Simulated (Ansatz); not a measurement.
**Work function of Ir(100): what the settings cost and change**

Aim: the work function of Ir(100) across levels of theory at one geometry.

Calculated with Ansatz 0.2.0; plane-wave DFT, PBE, Ansatz PAW, in the first sound run; inputs show where later runs differ.

## (1) The starting structure

The cell holds 7 atoms: 7 Ir. Cell: a = 2.715 Å, b = 2.715 Å, c = 29.520 Å, α = 90.0°, β = 90.0°, γ = 90.0°. Vacuum lies along c.

## (2) Slab, setting PBE, Ansatz PAW (420 eV)

A work function rests on the faint tail of the density, so the SCF threshold is tight. PBE on the default files comes first; the next runs keep the geometry and change functional or files, each at the cutoff that its files recommend; a relaxation and, for heavy metals, spin-orbit coupling close the ladder.

Input file input.yaml:

```yaml
crystal:
  lattice:
    - [2.7152900398, 0.0, 0.0]
    - [0.0, 2.7152900398, 0.0]
    - [0.0, 0.0, 29.52]
  atoms:
    - { symbol: Ir, position: [0.0, 0.0, 0.3048780488] }
    - { symbol: Ir, position: [0.5, 0.5, 0.3699186992] }
    - { symbol: Ir, position: [0.0, 0.0, 0.4349593496] }
    - { symbol: Ir, position: [0.5, 0.5, 0.5] }
    - { symbol: Ir, position: [0.0, 0.0, 0.5650406504] }
    - { symbol: Ir, position: [0.5, 0.5, 0.6300813008] }
    - { symbol: Ir, position: [0.0, 0.0, 0.6951219512] }
kpoints:
  mp_grid: { grid: [15, 15, 1] }
hamiltonian:
  xc: pbe
scf:
  occupations: { method: fermi_dirac, width: 0.1 }
  convergence: { dr2_threshold: 1.0e-09 }
efield:
  axis: 3
  dipole_correction: true
  ramp_position: 0.97
  ramp_width: 0.06
output:
  write_potential: true
  write_density: true
  volumetric_format: npy
  elf: true
```

Launch:

```console
$ ansatz run input.yaml --threads 4 --pin off --max-ram 6144MiB --backend cpu --events-out ev --progress --plain --runs-dir out
```

Numbers of over 12 decimals in the logs are rounded to 6 here.

Output:

```text
Engine: ansatz 0.2.0, aarch64-unknown-linux-gnu
Pseudopotentials: kind: paw
Pseudopotential: Ir, paw, valence charge 17, recommended cutoff 420 eV (normal), Ir.paw.azcp
Functional definition: PBE
  parameter kappa = 0.804
  parameter beta = 0.066725
  exchange = pbe_x(kappa = kappa, mu = beta*pi^2/3)
  correlation = pbe_c(beta = beta)
Crystal: 7 atoms, lattice volume = 217.645 Å³
Basis set: ecut = 420 eV, 4335 PW (Γ)
Bands: 72, of which v1, the nominal top of the filled ones, is band 60 counted from 1 (59 counted from 0)
Symmetry: 8 space group operations
k-points: 36 of 225
Non-local potential: Ir, projectors of the file, l = 0: 3, l = 1: 2, l = 2: 2, l = 3: 1
PAW form: soft (Blöchl's): semilocal exchange-correlation on the pseudo side does not see the compensation charge
PAW one-centre angular grid: Ir, 590 points (default); XC on 64 Gauss nodes
Initial density: superposition of atomic densities (neutral atoms: chi_scale 0, normalization atom), corrected by the library's trained network
Initial wavefunctions: pseudopotential atomic-orbital guess
Functional: x = pbe(κ = 0.804, μ = 0.219515), c = pbe(β = 0.066725)
SCF iter   1: F=—  HF=-83544.669628 eV  |F-HF|=—  |Δ(HF+E_count)|=         —  Δρ=1.37e-2  dr2=8.67e0  ethr=1.77e-3  p=0.000 e·Å  D=3.08e-14 V/Å  ΔV_dip=-0.00 eV  dr2_dipole=1.21e-7  V_vac-E_F(+/−)=5.04/5.04 eV  ⟨swp⟩=7.6  Hψ=10841  notcnv=0  defer=12
efield: sawtooth ramp at fractional position 0.9700 (set: `efield.ramp_position`, or a place that a band, a saddle search or an elastic batch's reference lends), width 0.0600; the density the first Hamiltonian is built on has a dipole p = 0.000 e·Å; the dipole correction subtracts the counter field D = 3.08e-14 V/Å, which shifts the + side's vacuum level by -0.00 eV against the − side's; the planar-averaged density in the ramp window peaks in size at 4.1e-6 e/Å³
preconditioner: auto → LDOS  [metal: Δε(μ)=0.031 eV  Ē_g=6.477 eV  σ=0.100 eV  W_gap=0.08  n_scr=58 (ndim 8)  ℏωp=20.0 eV  f_vac=0.495  D(μ)=6.87/eV (n_scr^D=42)  β→1.0]
SCF iter   2: F=—  HF=-83544.557128 eV  |F-HF|=—  |Δ(HF+E_count)|=   1.12e-1  Δρ=3.70e-3  dr2=2.33e-1  ethr=1.77e-3  p=0.000 e·Å  D=6.72e-6 V/Å  ΔV_dip=-0.00 eV  dr2_dipole=1.63e-8  V_vac-E_F(+/−)=5.52/5.52 eV  ⟨swp⟩=2.3  Hψ=3103  notcnv=0  defer=26
SCF iter   3: F=—  HF=-83544.553649 eV  |F-HF|=—  |Δ(HF+E_count)|=   3.48e-3  Δρ=1.60e-3  dr2=1.66e-2  ethr=1.96e-4  p=0.000 e·Å  D=5.97e-7 V/Å  ΔV_dip=-0.00 eV  dr2_dipole=8.71e-10  V_vac-E_F(+/−)=5.46/5.46 eV  ⟨swp⟩=2.0  Hψ=3641  notcnv=0  defer=29
SCF iter   4: F=—  HF=-83544.550355 eV  |F-HF|=—  |Δ(HF+E_count)|=   3.29e-3  Δρ=3.75e-4  dr2=7.09e-4  ethr=1.39e-5  p=0.000 e·Å  D=9.57e-7 V/Å  ΔV_dip=-0.00 eV  dr2_dipole=6.11e-9  V_vac-E_F(+/−)=5.51/5.51 eV  ⟨swp⟩=2.6  Hψ=3908  notcnv=0  defer=29
SCF iter   5: F=—  HF=-83544.550413 eV  |F-HF|=—  |Δ(HF+E_count)|=   5.80e-5  Δρ=8.68e-5  dr2=6.86e-5  ethr=5.96e-7  p=0.000 e·Å  D=4.80e-7 V/Å  ΔV_dip=-0.00 eV  dr2_dipole=4.85e-10  V_vac-E_F(+/−)=5.53/5.53 eV  ⟨swp⟩=2.6  Hψ=4000  notcnv=0  defer=29
SCF iter   6: F=—  HF=-83544.550412 eV  |F-HF|=—  |Δ(HF+E_count)|=   1.07e-6  Δρ=4.05e-5  dr2=9.25e-6  ethr=5.76e-8  p=0.000 e·Å  D=5.25e-8 V/Å  ΔV_dip=-0.00 eV  dr2_dipole=5.36e-12  V_vac-E_F(+/−)=5.54/5.54 eV  ⟨swp⟩=2.2  Hψ=3984  notcnv=0  defer=29
SCF iter   7: F=—  HF=-83544.549964 eV  |F-HF|=—  |Δ(HF+E_count)|=   4.48e-4  Δρ=1.55e-5  dr2=1.00e-6  ethr=7.77e-9  p=0.000 e·Å  D=4.29e-8 V/Å  ΔV_dip=-0.00 eV  dr2_dipole=8.89e-12  V_vac-E_F(+/−)=5.55/5.55 eV  ⟨swp⟩=2.5  Hψ=4315  notcnv=0  defer=26
SCF iter   8: F=—  HF=-83544.549965 eV  |F-HF|=—  |Δ(HF+E_count)|=   6.17e-7  Δρ=4.87e-6  dr2=8.35e-8  ethr=8.41e-10  p=0.000 e·Å  D=3.11e-8 V/Å  ΔV_dip=-0.00 eV  dr2_dipole=8.15e-13  V_vac-E_F(+/−)=5.55/5.55 eV  ⟨swp⟩=2.6  Hψ=4313  notcnv=0  defer=26
SCF iter   9: F=—  HF=-83544.549965 eV  |F-HF|=—  |Δ(HF+E_count)|=   1.05e-7  Δρ=1.46e-6  dr2=4.36e-9  ethr=7.01e-11  p=0.000 e·Å  D=1.00e-9 V/Å  ΔV_dip=-0.00 eV  dr2_dipole=4.31e-14  V_vac-E_F(+/−)=5.55/5.55 eV  ⟨swp⟩=2.8  Hψ=4851  notcnv=0  defer=26
SCF iter  10: F=-83544.549965 eV  HF=-83544.549965 eV  |F-HF|=2.17e-9  |Δ(HF+E_count)|=   3.19e-8  Δρ=4.41e-7  dr2=4.31e-10  ethr=1.00e-12  p=0.000 e·Å  D=6.69e-9 V/Å  ΔV_dip=-0.00 eV  dr2_dipole=9.20e-16  V_vac-E_F(+/−)=5.55/5.55 eV  ⟨swp⟩=9.9  Hψ=7399  notcnv=0
SCF 1 converged in 10 iterations: F = -83544.549965 eV  dr2 = 4.31e-10
  greatest PAW one-centre occupation: 1.000 electrons in one spin orbital (limit 2), on the Ir atom at site 4 (counted from 0), in its partial waves of l = 0
WARN: The output density's exchange-correlation potential varies sharply where the density is thin. Do not read a vacuum level from v_tot or v_xc, or from such a field of the output density. On a cell that repeats whose density bears no net charge and no dipole along the vacuum's axis use v_es (v_loc + v_h of the components); under efield.dipole_correction with no amplitude use v_es + v_field, which holds any externa [...]
SCF converged after 10 iterations
Free energy (F): -83544.549965 eV
Harris-Foulkes:  -83544.549965 eV  (|F-HF|=2.17e-9)
Internal energy: -83544.300404 eV  (E = F + TS)
E sigma→0 (E₀):  -83544.425184 eV
Entropy (-TS):   -0.249561 eV (-35.652 meV/atom)
Fermi energy:    8.683299 eV
Dipole field:    D = -0.000000 V/Å  (p = -0.000000 e·Å, saw-weighted, corrected)
Work function:   Φ+ = 5.5472 eV   Φ− = 5.5472 eV
Levels:          The Fermi level and band energies are counted from a zero that moves with the ramp; work functions are not
--- Per-component energies (eV) ---
  E_band       = -2578.598778
  E_kinetic    = 4355.853720
  E_local      = -263580.210039  (includes V_loc(G=0)·N_el)
  E_nonlocal   = 510.352286
  E_hartree    = 129927.171577
  E_xc         = -1871.952199
  E_vxc        = -2095.377384  (∫ρ·V_xc dr)
  E_paw        = -64564.104818  (= ΣΔE_a)
  E_vpaw       = -1623.557577  (= ΣTr[D̂ρ^β])
  E_aug_tail   = 0.000382  (compensation charges beyond the density's cutoff)
  E_efield     = 0.000000  (sawtooth field / dipole correction)
  E_vefield    = 0.000000  (∫n·V_field dr)
  E_ewald      = 111678.588687
  E_smearing   = -0.249561  (= −TS)
  E_closure    = -0.000000  (closes the sum)
  Σ components = -83544.549965   (vs F -83544.549965, Δ=0.00e0)
--- Band table (eV; the first three rows and the last of 36) ---
  k-point 0: bands = [... 56 lower, 7.8986, 7.9347, 8.3231, 8.4533, 8.4533, 8.7999, 9.2607, 9.4322, ... 8 higher]
  k-point 1: bands = [... 56 lower, 7.6925, 7.8631, 8.1553, 8.3882, 8.6241, 8.8173, 8.9235, 9.0221, ... 8 higher]
  k-point 2: bands = [... 56 lower, 7.5243, 7.6363, 7.9796, 8.0416, 8.2356, 8.6336, 8.6949, 9.0158, ... 8 higher]
  k-point 35: bands = [... 56 lower, 9.7947, 10.0716, 10.0801, 10.0939, 10.1075, 10.7330, 10.8146, 11.1743, ... 8 higher]
```

The job ended after 44 s (4 threads of Arm Neoverse N1, shared host; peak memory 0.93 GiB).

In the SCF lines HF is the Harris–Foulkes energy and dr2 the Hartree energy of the density residual, in eV; the loop may stop once dr2 is under the threshold and the program's other checks hold. Hψ counts applications of the Hamiltonian.

Numbers from this step:

```yaml
energy_at_zero_smearing: -83544.4252 eV
work_function_upper_face: 5.547 eV
```

Running mean over 1.92 Å of the planar mean; the ramp of the sawtooth is left out. Electron's electrostatic potential energy less the Fermi level against z:

```tsv
z (Å)	electron's electrostatic potential energy less the Fermi level (eV)
3.5	5.55
4.0	5.55
4.5	5.55
5.0	5.54
5.5	5.53
6.0	5.49
6.5	5.34
7.0	4.72
7.5	2.22
8.0	-3.50
8.5	-9.48
9.0	-12.3
9.5	-13.0
10.0	-13.2
10.5	-13.3
11.0	-13.5
11.5	-13.5
12.0	-13.5
12.5	-13.5
13.0	-13.6
13.5	-13.6
14.0	-13.6
14.5	-13.6
15.0	-13.6
15.5	-13.6
16.0	-13.6
16.5	-13.6
17.0	-13.5
17.5	-13.5
18.0	-13.5
18.5	-13.5
19.0	-13.4
19.5	-13.2
20.0	-13.0
20.5	-12.4
21.0	-9.68
21.5	-3.77
22.0	2.06
22.5	4.67
23.0	5.33
23.5	5.49
24.0	5.53
24.5	5.54
25.0	5.55
25.5	5.55
26.0	5.55
```

Valence density in the ca plane at fractional y = 0.000, with atoms of Ir within 0.2 Å of it. It is the smooth field of the valence electrons, not physical close to the nuclei.

Ten even steps from '0' (0.0 e/Å³) to '9' (8.9 e/Å³), each cell a mean:
```
61000001598410000037972000001588510000000000
20000000244100000013531000000244200000000000
00000000011000000001100000000011000000000000
00000000000000000000000000000000000000000000
00000000000000000000000000000000000000000000
10000000122100000002320000000122100000000000
41000001477300000026751000001377400000000000
72000002799510000038982000001699610000000000
```
Columns run along c (16.0 Å, from fractional 0.32 to 0.86 of the cell), rows up along a (2.7 Å). Atoms in or near the plane, at fractional coordinates: Ir at (0.43, 0.00), Ir at (0.57, 0.00), Ir at (0.70, 0.00).

Electrostatic potential energy in the ca plane at fractional y = 0.000, with atoms of Ir within 0.2 Å of it. With pseudopotentials it is smooth inside the atoms' cores, unlike the true potential.

Values in eV, 5 rows by 16 columns, each cell a mean:
```
-19  10  -3 -54 -11  10 -11 -54  -3  10 -19 -50   4  14  14  14
  2   8   6 -12   4   8   4 -12   6   8   2  -9  10  14  14  14
  8   7   8   4   8   7   8   4   8   7   8   5  12  14  14  14
 -5   9   4 -28   0   9   0 -28   4   9  -5 -25   9  14  14  14
-24  11  -6 -59 -15  11 -15 -59  -6  11 -24 -56   2  14  14  14
```
Columns run along c (16.0 Å, from fractional 0.32 to 0.86 of the cell; values clipped at the 3rd and 97th percentile), rows up along a (2.7 Å). Atoms in or near the plane, at fractional coordinates: Ir at (0.43, 0.00), Ir at (0.57, 0.00), Ir at (0.70, 0.00).

ELF in the ca plane at fractional y = 0.000, with atoms of Ir within 0.2 Å of it. It is the smooth field of the valence electrons, not physical close to the nuclei.

Ten even steps from '0' (0.00) to '9' (0.68), each cell a mean:
```
96422236988843223479897432235988963210000000
74433344688544334457874433344688743210000000
43444444454344444434543444444355443210000000
34445444444444554444444445444345554210000000
33444444344344444444444444444344543210000000
54433444576444444446754443344577543210000000
85432335899743323469996432235899853210000000
97422237967953223488598422236976964210000000
```
Columns run along c (16.0 Å, from fractional 0.32 to 0.86 of the cell), rows up along a (2.7 Å). Atoms in or near the plane, at fractional coordinates: Ir at (0.43, 0.00), Ir at (0.57, 0.00), Ir at (0.70, 0.00).

The work function is 5.547 eV.

## (3) Slab

This step: plane-wave DFT, LDA, Ansatz PAW (Ansatz 0.2.0).

input.yaml: that of step 2 with these lines changed.

```diff
@@ -16,3 +16,3 @@
 hamiltonian:
-  xc: pbe
+  xc: lda
 scf:
@@ -29,2 +29 @@
   volumetric_format: npy
-  elf: true
```

Output:

```text
[...]
Crystal: 7 atoms, lattice volume = 217.645 Å³
Basis set: ecut = 420 eV, 4335 PW (Γ)
Bands: 72, of which v1, the nominal top of the filled ones, is band 60 counted from 1 (59 counted from 0)
Symmetry: 8 space group operations
k-points: 36 of 225
[...]
k-point 0: bands = [... 56 lower, 7.5515, 7.5682, 7.9762, 8.0897, 8.0897, 8.4549, 8.9177, 9.0690, ... 8 higher]
  k-point 1: bands = [... 56 lower, 7.3283, 7.5130, 7.7998, 8.0378, 8.2586, 8.4603, 8.5749, 8.6696, ... 8 higher]
  k-point 2: bands = [... 56 lower, 7.1685, 7.2781, 7.6285, 7.6804, 7.8824, 8.2646, 8.3460, 8.6596, ... 8 higher]
  k-point 35: bands = [... 56 lower, 9.4327, 9.7045, 9.7136, 9.7302, 9.7455, 10.3706, 10.4514, 10.8231, ... 8 higher]
[key lines of the parts left out:]
SCF converged after 10 iterations
Free energy (F): -81640.427678 eV
Fermi energy:    8.327675 eV
Dipole field:    D = 0.000000 V/Å  (p = 0.000000 e·Å, saw-weighted, corrected)
Work function:   Φ+ = 5.9008 eV   Φ− = 5.9008 eV
```

Run time: 42 s. Hardware: 4 threads; peak memory 0.92 GiB; 2.6 min of CPU time.

The work function is 5.901 eV, +0.354 eV from the run “PBE, Ansatz PAW (420 eV)”, at 0.98 times its CPU time.

## (4) Slab

This step: plane-wave DFT, PBEsol, Ansatz PAW (Ansatz 0.2.0).

input.yaml: that of step 3 with these lines changed.

```diff
@@ -16,3 +16,3 @@
 hamiltonian:
-  xc: lda
+  xc: pbesol
 scf:
```

Output:

```text
[...]
Crystal: 7 atoms, lattice volume = 217.645 Å³
Basis set: ecut = 420 eV, 4335 PW (Γ)
Bands: 72, of which v1, the nominal top of the filled ones, is band 60 counted from 1 (59 counted from 0)
Symmetry: 8 space group operations
k-points: 36 of 225
[...]
k-point 0: bands = [... 56 lower, 7.7602, 7.7632, 8.1853, 8.3018, 8.3018, 8.6638, 9.1263, 9.2836, ... 8 higher]
  k-point 1: bands = [... 56 lower, 7.5351, 7.7224, 8.0091, 8.2482, 8.4674, 8.6578, 8.7835, 8.8812, ... 8 higher]
  k-point 2: bands = [... 56 lower, 7.3775, 7.4836, 7.8373, 7.8846, 8.0922, 8.4770, 8.5545, 8.8728, ... 8 higher]
  k-point 35: bands = [... 56 lower, 9.6429, 9.9236, 9.9322, 9.9476, 9.9622, 10.5856, 10.6692, 10.9954, ... 8 higher]
[key lines of the parts left out:]
SCF converged after 10 iterations
Free energy (F): -82590.169246 eV
Fermi energy:    8.536816 eV
Dipole field:    D = 0.000000 V/Å  (p = 0.000000 e·Å, saw-weighted, corrected)
Work function:   Φ+ = 5.6711 eV   Φ− = 5.6711 eV
```

Run time: 41 s. Hardware: 4 threads; peak memory 0.92 GiB.

The work function is 5.671 eV, +0.124 eV from the run “PBE, Ansatz PAW (420 eV)”, at 0.97 times its CPU time.

## (5) Slab

This step: plane-wave DFT, RPBE, Ansatz PAW (Ansatz 0.2.0).

input.yaml: that of step 4 with these lines changed.

```diff
@@ -16,3 +16,3 @@
 hamiltonian:
-  xc: pbesol
+  xc: rpbe
 scf:
```

Output:

```text
[...]
Crystal: 7 atoms, lattice volume = 217.645 Å³
Basis set: ecut = 420 eV, 4335 PW (Γ)
Bands: 72, of which v1, the nominal top of the filled ones, is band 60 counted from 1 (59 counted from 0)
Symmetry: 8 space group operations
k-points: 36 of 225
[...]
k-point 0: bands = [... 56 lower, 8.0158, 8.0695, 8.4401, 8.5732, 8.5732, 8.9157, 9.3758, 9.5508, ... 8 higher]
  k-point 1: bands = [... 56 lower, 7.8146, 7.9812, 8.2738, 8.5060, 8.7535, 8.9381, 9.0398, 9.1394, ... 8 higher]
  k-point 2: bands = [... 56 lower, 7.6440, 7.7600, 8.0975, 8.1681, 8.3541, 8.7631, 8.8118, 9.1342, ... 8 higher]
  k-point 35: bands = [... 56 lower, 9.9146, 10.1911, 10.1999, 10.2131, 10.2260, 10.8522, 10.9334, 11.2994, ... 8 higher]
[key lines of the parts left out:]
SCF converged after 10 iterations
Free energy (F): -83638.837981 eV
Fermi energy:    8.802747 eV
Dipole field:    D = 0.000000 V/Å  (p = 0.000000 e·Å, saw-weighted, corrected)
Work function:   Φ+ = 5.3908 eV   Φ− = 5.3908 eV
```

The job ended after 41 s (4 threads; peak memory 0.93 GiB).

The work function is 5.391 eV, -0.156 eV from the run “PBE, Ansatz PAW (420 eV)”, at 0.98 times its CPU time.

## (6) Slab

This step: plane-wave DFT, r2SCAN, Ansatz PAW (Ansatz 0.2.0).

input.yaml: that of step 5 with these lines changed.

```diff
@@ -16,3 +16,3 @@
 hamiltonian:
-  xc: rpbe
+  xc: r2scan
 scf:
```

Output:

```text
[...]
Crystal: 7 atoms, lattice volume = 217.645 Å³
Basis set: ecut = 500 eV, 5375 PW (Γ), exchange–correlation on 80×80×864 points (64 copies of the dense FFT grid, shifted against one another)
Bands: 72, of which v1, the nominal top of the filled ones, is band 60 counted from 1 (59 counted from 0)
Symmetry: 8 space group operations
k-points: 36 of 225
[...]
k-point 0: bands = [... 56 lower, 7.6651, 7.7877, 8.1086, 8.3116, 8.3116, 8.6016, 9.0791, 9.3334, ... 8 higher]
  k-point 1: bands = [... 56 lower, 7.5181, 7.6377, 7.9707, 8.1888, 8.5058, 8.6895, 8.7495, 8.8611, ... 8 higher]
  k-point 2: bands = [... 56 lower, 7.3092, 7.4536, 7.7682, 7.8920, 8.0422, 8.5121, 8.5159, 8.8644, ... 8 higher]
  k-point 35: bands = [... 56 lower, 9.7060, 10.0031, 10.0104, 10.0177, 10.0243, 10.6643, 10.7486, 11.1469, ... 8 higher]
[key lines of the parts left out:]
SCF converged after 15 iterations
Free energy (F): -83638.159916 eV
Fermi energy:    8.524387 eV
Dipole field:    D = -0.000008 V/Å  (p = -0.000009 e·Å, saw-weighted, corrected)
Work function:   Φ+ = 5.6230 eV   Φ− = 5.6228 eV
```

The job ended after 2 min (4 threads; peak memory 1.3 GiB).

The work function is 5.623 eV, +0.076 eV from the run “PBE, Ansatz PAW (420 eV)”, at 2.6 times its CPU time.

## (7) Slab

This step: plane-wave DFT, PBE, JTH PAW (Ansatz 0.2.0).

input.yaml: that of step 6 with these lines changed.

```diff
@@ -16,3 +16,4 @@
 hamiltonian:
-  xc: r2scan
+  xc: pbe
+  pseudopotentials: { kind: paw, source: jth }
 scf:
```

Output:

```text
[...]
k-point 0: bands = [... 49 lower, 7.6320, 7.6529, 8.0549, 8.1849, 8.1849, 8.5312, 8.9914, 9.1635, ... 6 higher]
  k-point 1: bands = [... 49 lower, 7.4215, 7.5959, 7.8875, 8.1197, 8.3524, 8.5431, 8.6548, 8.7529, ... 6 higher]
  k-point 2: bands = [... 49 lower, 7.2562, 7.3664, 7.7122, 7.7703, 7.9666, 8.3612, 8.4263, 8.7454, ... 6 higher]
  k-point 35: bands = [... 49 lower, 9.5236, 9.8033, 9.8114, 9.8250, 9.8384, 10.4601, 10.5423, 10.8874, ... 6 higher]
[key lines of the parts left out:]
SCF converged after 12 iterations
Free energy (F): -78112.646202 eV
Fermi energy:    8.413685 eV
Dipole field:    D = -0.000002 V/Å  (p = -0.000003 e·Å, saw-weighted, corrected)
Work function:   Φ+ = 5.5515 eV   Φ− = 5.5514 eV
```

Run time: 3.5 min. Hardware: 4 threads; peak memory 1.5 GiB.

The work function is 5.551 eV, +0.004 eV from the run “PBE, Ansatz PAW (420 eV)”, at 4.2 times its CPU time.

## (8) Run

This step: plane-wave DFT, PBE, norm-conserving (Ansatz 0.2.0).

input.yaml: that of step 7 with these lines changed.

```diff
@@ -17,3 +17,3 @@
   xc: pbe
-  pseudopotentials: { kind: paw, source: jth }
+  pseudopotentials: { kind: nc }
 scf:
```

Output:

```text
[...]
Crystal: 7 atoms, lattice volume = 217.645 Å³
Basis set: ecut = 925.187132 eV, 13939 PW (Γ)
Bands: 72, of which v1, the nominal top of the filled ones, is band 60 counted from 1 (59 counted from 0)
Symmetry: 8 space group operations
k-points: 36 of 225
[...]
k-point 0: bands = [... 56 lower, 7.9551, 7.9893, 8.3791, 8.5069, 8.5069, 8.8557, 9.3165, 9.4857, ... 8 higher]
  k-point 1: bands = [... 56 lower, 7.7465, 7.9191, 8.2099, 8.4437, 8.6779, 8.8721, 8.9787, 9.0768, ... 8 higher]
  k-point 2: bands = [... 56 lower, 7.5792, 7.6908, 8.0349, 8.0957, 8.2904, 8.6873, 8.7502, 9.0698, ... 8 higher]
  k-point 35: bands = [... 56 lower, 9.8487, 10.1246, 10.1332, 10.1474, 10.1612, 10.7860, 10.8672, 11.2314, ... 8 higher]
[key lines of the parts left out:]
SCF converged after 8 iterations
Free energy (F): -25142.629040 eV
Fermi energy:    8.737799 eV
Dipole field:    D = -0.000002 V/Å  (p = -0.000002 e·Å, saw-weighted, corrected)
Work function:   Φ+ = 5.5468 eV   Φ− = 5.5468 eV
```

It took 2.7 min on 4 threads; peak memory 2.2 GiB.

The work function is 5.547 eV, -0.000 eV from the run “PBE, Ansatz PAW (420 eV)”, at 3.6 times its CPU time.

(Continued in part 2 of 2.)

[Logs are printed without paths, hosts, clocks, repeated set-up lines and the standing remarks that a program may print on its own settings, such as how far it seeks lower states.]

[Hosts, paths, dates, database ids (printed as entryN), source tags and the programs' standing remarks are cut or masked in the printed files.]

[Maps of the electrostatic potential energy from Ansatz leave out the sawtooth potential of an applied field or a dipole correction, so their vacuum need not be flat; planar profiles and work functions include it.]
